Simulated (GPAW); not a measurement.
# A Ga chain with one S atom in line: converging a transmission, part 3 of 3

Aim: the cheapest settings that leave the conductance of a Ga chain with one S atom in line unchanged.

GPAW 26.7.0; GPAW LCAO, PAW setups; Landauer transmission from Green's functions with principal layers (ASE), zero bias.

So far, transmission at the Fermi level (one spin): step 2 (the reference run) 1.84; step 15 (smearing 0.2 eV) 1.53; step 16 (smearing 0.4 eV) 1.19; step 18 (k-points along the lead 2) 2.01; step 19 (k-points along the lead 4) 1.64.

## Step 20: K-points along the lead: lead_nz = 8 (continued)

One spin. Transmission, zone mean against energy, zero at the Fermi level:

energy (eV), transmission, zone mean and a bar:
```
    -3.00       0.79 ##########
    -2.85       0.80 ##########
    -2.70       0.81 ##########
    -2.55       0.82 ###########
    -2.33       0.85 ###########
    -2.17       0.87 ###########
    -2.02       0.91 ############
    -1.88       0.97 #############
    -1.80       1.00 #############
    -1.73       0.71 #########
    -1.57       0.00 
    -1.35       0.31 ####
    -1.20       0.49 ######
    -1.05       0.56 #######
    -0.90       0.60 ########
    -0.75       0.63 ########
    -0.60       0.65 ########
    -0.38       0.67 #########
    -0.23       0.80 ##########
    -0.07       1.77 #######################
     0.00       1.85 ########################
     0.07       1.82 ########################
     0.23       1.73 ######################
     0.38       1.70 ######################
     0.60       1.74 ######################
     0.75       1.79 #######################
     0.90       1.85 ########################
     1.05       1.92 #########################
     1.20       1.99 ##########################
     1.35       2.07 ###########################
     1.57       2.17 ############################
     1.73       2.23 #############################
     1.88       2.27 #############################
     2.02       2.30 ##############################
     2.17       2.31 ##############################
     2.33       2.31 ##############################
     2.55       2.32 ##############################
     2.70       2.31 ##############################
     2.85       2.29 ##############################
     3.00       2.26 #############################
```

The conductance, 1.85 G₀, lies 0.7 % above that of the base run.

## Step 21: Varying the k-points along the lead: lead_nz = 30

File run.py:

```python
import json
import numpy as np
from ase import Atoms
from ase.transport.calculators import TransportCalculator
from gpaw import GPAW, FermiDirac
from gpaw.lcao.tools import get_lcao_hamiltonian
from scipy.linalg import eigh

# The junction with lead layers at both ends, along the third cell vector
device = Atoms(
    ['Ga', 'Ga', 'Ga', 'Ga', 'Ga', 'S', 'Ga', 'Ga', 'Ga', 'Ga', 'Ga'],
    positions=[
        [4.50000, 4.50000, 1.27500],
        [4.50000, 4.50000, 3.82500],
        [4.50000, 4.50000, 6.37500],
        [4.50000, 4.50000, 8.92500],
        [4.50000, 4.50000, 11.47500],
        [4.50000, 4.50000, 13.68070],
        [4.50000, 4.50000, 15.88640],
        [4.50000, 4.50000, 18.43640],
        [4.50000, 4.50000, 20.98640],
        [4.50000, 4.50000, 23.53640],
        [4.50000, 4.50000, 26.08640]],
    cell=[[9.0, 0.0, 0.0], [0.0, 9.0, 0.0], [0.0, 0.0, 27.3614]],
    pbc=True)

# One principal layer of the lead: the first 3 atoms of the device
lead = Atoms(
    ['Ga', 'Ga', 'Ga'],
    positions=[
        [4.50000, 4.50000, 1.27500],
        [4.50000, 4.50000, 3.82500],
        [4.50000, 4.50000, 6.37500]],
    cell=[[9.0, 0.0, 0.0], [0.0, 9.0, 0.0], [0.0, 0.0, 7.65]],
    pbc=True)

settings = dict(mode='lcao', basis='szp(dzp)', xc='PBE', h=0.2,
                occupations=FermiDirac(0.1), maxiter=250,
                mixer=dict(beta=0.1, nmaxold=8, weight=100.0),
                convergence=dict(density=0.0001))
energies = np.arange(-3, 3 + 1e-9, 0.075)
eta = 0.0001
n1, n2 = 1, 1
# k and -k transmit alike, so half of the mesh across the current serves
mesh = [(i, j) for i in range(n1) for j in range(n2) if (i, j) <= (-i % n1, -j % n2)]
weights = np.array([1 if (i, j) == (-i % n1, -j % n2) else 2 for i, j in mesh]) / (n1 * n2)

# [... helper functions left out ...]
fermi_lead = ground_state(lead, (1, 1, 30), 'lead.txt')
fermi_device = ground_state(device, (1, 1, 3), 'device.txt')
# [... loop over the mesh left out, but for ...]
        # Shift the lead onto the potential of the device's first layer
        shift = ((H[:, 0, 0] - H0[:, 0, 0]) / S0[0, 0]).real.mean()
# [...]
kT = 8.617333e-5 * 77
bias = [0.1, 0.2, 0.5, 1.0, 1.5, 2.0]
# [... integrals and printing left out ...]
```

Command:

```sh
$ OMP_NUM_THREADS=1 OPENBLAS_NUM_THREADS=1 python run.py
```

It took 34 s on 1 thread of Arm Neoverse V1, shared host; peak memory 0.92 GiB.

One spin. Table of transmission, zone mean by energy, zero at the Fermi level:

| energy (eV) | transmission, zone mean |
| --- | --- |
| -3.00 | 0.793 |
| -2.77 | 0.804 |
| -2.55 | 0.820 |
| -2.40 | 0.836 |
| -2.17 | 0.872 |
| -1.95 | 0.940 |
| -1.80 | 0.999 |
| -1.73 | 0.718 |
| -1.57 | 2.5e-5 |
| -1.35 | 0.313 |
| -1.12 | 0.531 |
| -0.90 | 0.603 |
| -0.75 | 0.630 |
| -0.53 | 0.656 |
| -0.30 | 0.672 |
| -0.07 | 1.72 |
| 0.00 | 1.83 |
| 0.07 | 1.82 |
| 0.30 | 1.72 |
| 0.53 | 1.71 |
| 0.75 | 1.78 |
| 0.90 | 1.85 |
| 1.12 | 1.96 |
| 1.35 | 2.07 |
| 1.57 | 2.17 |
| 1.73 | 2.22 |
| 1.95 | 2.28 |
| 2.17 | 2.32 |
| 2.40 | 2.33 |
| 2.55 | 2.33 |
| 2.77 | 2.31 |
| 3.00 | 2.26 |

The conductance, 1.82 G₀, lies 0.6 % below that of the base run.

## Step 22: Convergence in the k-points along the lead

This step: convergence of the conductance (GPAW 26.7.0).

Conductance against k-points along the lead:

| k-points along the lead | conductance (G₀) |
| --- | --- |
| 2.0 | 2.00 |
| 4.0 | 1.63 |
| 8.0 | 1.85 |
| 15.0 | 1.83 |
| 30.0 | 1.82 |

## Step 23: Outcome

```
conductance at the base settings                 : 1.83 G₀
range over the density threshold (1.0e-6 to 0.1) : 1.83 to 1.83 G₀
range over the broadening (1.0e-6 to 0.05 eV)    : 0.819 to 1.84 G₀
range over the smearing (0.01 to 0.4 eV)         : 1.19 to 2.29 G₀
range over the k-points along the lead (2 to 30) : 1.63 to 2.00 G₀
```

**Reading.** At the base settings the conductance, averaged at 77 K, is 1.83 G₀. In the density threshold, no value tried moves the conductance by 3 %. In the broadening, 0.001 eV already gives the conductance within 3 % of the finest value tried; currents at finite bias may need more. The smearing of the SCF moves the conductance between 1.19 and 2.29 G₀; a narrow width also needs more k-points. In the k-points along the lead, 8 already gives the conductance within 3 % of the finest value tried; currents at finite bias may need more. The thresholds 0.01 and 0.1 ended after the same number of SCF steps: the energy test stopped those runs, so they are one result, not a plateau. T is read at the junction's Fermi level after the lead is aligned to it, so the test of the lead's mesh is blind to a shift of the lead's own level, and the junction's own mesh wasn't varied. Over the ranges tried, the broadening moves it most, counted as a ratio. The geometry was built from estimated bond lengths and not relaxed, so the numbers describe this model structure. An evenly spaced straight chain is an idealisation: free chains tend to dimerise, zigzag or, where a band edge lies near the Fermi level, turn magnetic. The currents use the zero-bias T(E) throughout, which holds only while the bias is small against the distance to the nearest feature.

[Logs are printed without paths, hosts, clocks, repeated set-up lines and the standing remarks that a program may print on its own settings, such as how far it seeks lower states.]

[Hosts, paths, dates, database ids (printed as entryN), source tags and the programs' standing remarks are cut or masked in the printed files.]
